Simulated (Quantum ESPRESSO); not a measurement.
Entries from a set of simulations; values are calculated unless marked as measured.

```cif
data_kcrf3
_symmetry_space_group_name_H-M 'P4/mmm'
_symmetry_Int_Tables_number 123
_cell_length_a 4.0936
_cell_length_b 4.0936
_cell_length_c 4.6006
_cell_angle_alpha 90.000
_cell_angle_beta 90.000
_cell_angle_gamma 90.000
_cell_volume 77.10
loop_
_atom_site_label
_atom_site_type_symbol
_atom_site_symmetry_multiplicity
_atom_site_Wyckoff_symbol
_atom_site_fract_x
_atom_site_fract_y
_atom_site_fract_z
_atom_site_occupancy
K1 K 1 d 0.50000 0.50000 0.50000 1
Cr1 Cr 1 a 0.00000 0.00000 0.00000 1
F1 F 1 b 0.00000 0.00000 0.50000 1
F2 F 2 f 0.00000 0.50000 0.00000 1
_calc_subject 'E(M) of KCrF3'
_calc_method 'LDA with U = 2.1 eV on Cr d (ortho-atomic projectors); plane waves with GBRV 1.5 LDA potentials, no spin-orbit coupling (and 1 further level or step)'
_calc_program 'Quantum ESPRESSO 7.5'
_calc_settings_of_one_run 'GBRV 1.5 LDA, cutoff 544.23 eV, 6×6×6 k-mesh, 33 bands, fermi-dirac occupations, smearing width 0.136 eV, collinear spin, SCF threshold 1.00e-8, Hubbard form dudarev, Hubbard projectors ortho-atomic, starting moments 0 3 0 0 0 μB'
_calc_cost '8 runs, 7.4 min in all on 2 MPI ranks of AMD EPYC 7R43, shared host (the runs of this entry)'
_calc_notes 'The run is spin-polarised, with a total moment of 4.00 μB a cell (absolute 4.05). The cell holds one seeded atom, so opposed orders, which may lie lower, cannot form in it. The smearing term is large for its width, so states at the Fermi level are partly filled: at this level the cell is a metal or has a gap of a few widths at most.'
_calc_moment_of_the_free_run '4.00 μB a cell'
_calc_energy_at_zero_total_moment '2914 meV a cell over the lowest'
```

[Logs and program files are shortened in this print: banners, set-up blocks, solver, clock and traceback lines can be left out without a mark of their own.]

[Logs are printed without paths, hosts, clocks, repeated set-up lines and the standing remarks that a program may print on its own settings, such as how far it seeks lower states.]

[Hosts, paths, dates, database ids (printed as entryN), source tags and the programs' standing remarks are cut or masked in the printed files.]

[Where a cell is said to come from a database of computed structures, the database is the Materials Project.]
